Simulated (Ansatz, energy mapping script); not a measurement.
# YNiO2 in the infinite layer structure: J from the energies of magnetic orders, part 2 of 2

How strongly do the moments of YNiO2 in the infinite layer structure couple under PBE+U+J (7 eV, J 1 eV)? The plan is to run several orders and fit a Heisenberg model.

PBE with U = 7 eV, J = 1 eV on Ni d, ortho-atomic projectors; plane waves, U on orthogonalised atomic orbitals unless named otherwise, collinear spin, no spin–orbit coupling.

So far. Step 10 (Run 8 (compensated +−; cell D, 8 atoms)): The run ends antiferromagnetic, 1.90 meV a magnetic atom above the parallel order of its cell (energies taken at zero occupation width, not the printed F). Step 11 (Order 9: parallel, cell E of 8 atoms): The run ends ferromagnetic. For each magnetic atom its energy differs from the parallel run of the first cell by 2.04 meV, an error that one common reference would have brought in.

### Step 12. Compensated +− start in cell E (8 atoms)

This order reverses 2 of the 2 neighbours at 3.10 Å, 0 of the 4 neighbours at 3.93 Å and 8 of the 8 neighbours at 5.01 Å, counted for an average magnetic atom.

input.yaml reads:

```yaml
crystal:
  lattice:
    - [3.932394766, 0.0, 0.0]
    - [0.0, 3.932394766, 0.0]
    - [0.0, 0.0, 6.206240078]
  atoms:
    - { symbol: "Y", position: [0.5, 0.5, 0.25] }
    - { symbol: "Y", position: [0.5, 0.5, 0.75] }
    - { symbol: Ni, position: [0.0, 0.0, 0.0], spin: 2.0 }
    - { symbol: Ni, position: [0.0, 0.0, 0.5], spin: -2.0 }
    - { symbol: O, position: [0.5, 0.0, 0.0] }
    - { symbol: O, position: [0.5, 0.0, 0.5] }
    - { symbol: O, position: [0.0, 0.5, 0.0] }
    - { symbol: O, position: [0.0, 0.5, 0.5] }
magnetization:
  spin_polarized: true
kpoints:
  mp_grid: { grid: [9, 9, 6] }
hamiltonian:
  xc: pbe
  hubbard:
    sites:
      - { species: Ni, l: d, u: 7.0, j: 1.0 }
      - { site: 2, l: d, u: 7.0, j: 1.0, starting_ns: [{ spin: up, occupation_matrix: ni2_major }, { spin: down, occupation_matrix: ni2_minor }] }
      - { site: 3, l: d, u: 7.0, j: 1.0, starting_ns: [{ spin: up, occupation_matrix: ni2_minor }, { spin: down, occupation_matrix: ni2_major }] }
    projectors: ortho-atomic
    occupation_matrices:
      ni2_major:
        matrix:
          - [0.919, 0.0, 0.0, 0.0, 0.0]
          - [0.0, 0.98, 0.0, 0.0, 0.0]
          - [0.0, 0.0, 0.98, 0.0, 0.0]
          - [0.0, 0.0, 0.0, 0.972, 0.0]
          - [0.0, 0.0, 0.0, 0.0, 0.987]
      ni2_minor:
        matrix:
          - [0.864, 0.0, 0.0, 0.0, 0.0]
          - [0.0, 0.975, 0.0, 0.0, 0.0]
          - [0.0, 0.0, 0.975, 0.0, 0.0]
          - [0.0, 0.0, 0.0, 0.13, 0.0]
          - [0.0, 0.0, 0.0, 0.0, 0.986]
scf:
  occupations: { method: fermi_dirac, width: 0.05 }
output:
  eigenvalues: true
```

The run is started by

```sh
$ ansatz run input.yaml --threads 4 --pin off --max-ram 8192MiB --backend cpu --events-out ev --progress --plain --runs-dir out
```

Elapsed: 13 s, on 4 threads of Arm Neoverse V2, shared host; peak memory 0.82 GiB.

The run ends antiferromagnetic, 1.63 meV a magnetic atom below the parallel order of its cell (energies taken at zero occupation width, not the printed F).

### Step 13. Mapping onto a Heisenberg model

Each energy difference is a sum of couplings weighted by the pairs that the order reverses. A few near shells are fitted to the differences by least squares. Energies are those extrapolated to zero occupation width, not the free energies F.

The orders that converged (zero: parallel moments in the same cell):

```tsv
order	atoms	energy (meV a magnetic atom)	moments (μB)	moments kept as typed	opposed neighbours at 3.10, 3.93, 5.01 Å
parallel in cell A	8	0.00	0.90	yes	0, 0, 0
compensated +− in cell A	8	-1.72	0.96	yes	2, 2, 4
parallel in cell B	8	0.00	0.90	yes	0, 0, 0
compensated +− in cell B	8	-16.14	0.96	yes	0, 4, 8
parallel in cell C	8	0.00	0.90	yes	0, 0, 0
compensated +− in cell C	8	-19.90	0.94	yes	2, 4, 0
parallel in cell D	8	0.00	0.90	yes	0, 0, 0
compensated +− in cell D	8	1.90	0.97	yes	0, 2, 4
parallel in cell E	8	0.00	0.90	yes	0, 0, 0
compensated +− in cell E	8	-1.63	0.92	yes	2, 0, 8
```

The Heisenberg fit (each pair counts twice, positive J is ferromagnetic):

```tsv
pair	distance (Å)	neighbours	J (meV)
Ni–Ni	3.10	2	-0.737
Ni–Ni	3.93	4	-2.14
Ni–Ni	5.01	8	0.0717
Ni–Ni	5.56	4	1.19
```

These orders cannot tell some unfitted shells from fitted ones: the value at 3.10 Å holds J(3.10) + 4 J(8.45), the value at 3.93 Å holds J(3.93) + 2 J(7.35) and the value at 5.56 Å holds J(5.56) + 2 J(8.33); other unfitted shells add to the values wholly or in part.

Adding the shell at 6.37 Å gives -0.79, -2.2, 0.067, 1.2 and 0.029 meV and a mean-field temperature of 118 K, an exact solve that tests nothing.

Limits of this fit: the parallel runs differ by 3.6 meV between cells, so mesh or basis is not converged.

In mean field these couplings order at 119 K, at q = (0.50, 0.50, 0.50) in fractions of the conventional cell's reciprocal vectors, and give a Curie–Weiss temperature of -36.3 K.

### Step 14. Finite temperature

Mean field ignores fluctuations and overstates the ordering temperature, so the model is also sampled. The heat capacity peaks where order sets in.

Classical unit spins with these couplings on 8×8×8 copies of a cell that holds the lowest order (1024 spins), heat-bath sweeps, cooled from random directions, 883 sweeps to settle and 2649 measured at each temperature, averaged over 4 runs.

```tsv
T (K)	order along the lowest pattern	net moment	heat capacity (k_B a spin)
14.3	0.94	0.01	1.07
24.4	0.90	0.01	1.09
39.6	0.83	0.01	1.13
49.8	0.77	0.01	1.32
59.9	0.71	0.02	1.45
75.1	0.57	0.02	1.73
85.3	0.42	0.02	2.22
95.4	0.18	0.02	1.33
106	0.10	0.02	0.64
121	0.07	0.02	0.37
131	0.06	0.02	0.29
```

The smoothed heat capacity peaks at 84.8 K.

### Step 15. Against another level

The first set of orders, under PBE+U (6 eV), took 10 min of CPU time summed over its finished orders (seed run apart), these 11 min.

```tsv
quantity	this set	first set
J at 3.10 Å, meV	-0.737	-0.378
J at 3.93 Å, meV	-2.14	1.86
J at 5.01 Å, meV	0.0717	0.0615
J at 5.56 Å, meV	1.19	2.72
```

The coupling that led in the first set goes from 2.72 to 1.19 meV.

### Step 16. What came out

| Item | Value |
| --- | --- |
| lowest order tried | compensated +− in cell C |
| largest fitted value (a combination of shells), Ni–Ni at 3.93 Å | -2.14 meV |
| ordering temperature, mean field | 119 K |
| heat-capacity peak, Monte Carlo | 84.8 K |

**Reading.** Of the orders tried, YNiO2 in the infinite layer structure prefers the order “compensated +− in cell C” under PBE+U+J (7 eV, J 1 eV), with 2 of 2 neighbours at 3.10 Å, 4 of 4 neighbours at 3.93 Å and 0 of 8 neighbours at 5.01 Å opposed, and the heat capacity of the fitted model peaks near 85 K (Monte Carlo, classical spins). The coupling at 3.93 Å is -1.1 times that of the first set, at 1.1 times the CPU time. The largest fitted value is -2.1 meV, at 3.93 Å. It is a combination of shells that these orders cannot split, so neither its size nor its sign can be laid on that pair alone. The orders also reverse pairs at 6.37 Å, which are not fitted, so the fitted values hold their part too. No fitted order reverses the pairs at 6.21 Å, so their coupling is unknown and is set to zero in the model. With 5 differences for 4 couplings the fit misses by 0.34 meV at most, a small part of the spread. In the fitted orders moments change by up to 7.3 % against the parallel run of the same cell, so the mapping is rough. The fit is in doubt: the parallel runs differ by 3.6 meV between cells, so mesh or basis is not converged. The couplings are then rough, the small ones most of all. Monte Carlo puts the peak at 0.71 of the mean-field temperature, since mean field leaves out fluctuations. In tests on simple cubic and body-centred models such peaks lay 5 to 6 % under the bulk value. The cell was built from a prototype and relaxed; a distortion that needs a larger cell, or another structure that the compound may prefer, is not captured.

[Logs and program files are shortened in this print: banners, set-up blocks, solver, clock and traceback lines can be left out without a mark of their own.]

[Logs are printed without paths, hosts, clocks, repeated set-up lines and the standing remarks that a program may print on its own settings, such as how far it seeks lower states.]

[Hosts, paths, dates, database ids (printed as entryN), source tags and the programs' standing remarks are cut or masked in the printed files.]

[Where a cell is said to come from a database of computed structures, the database is the Materials Project.]
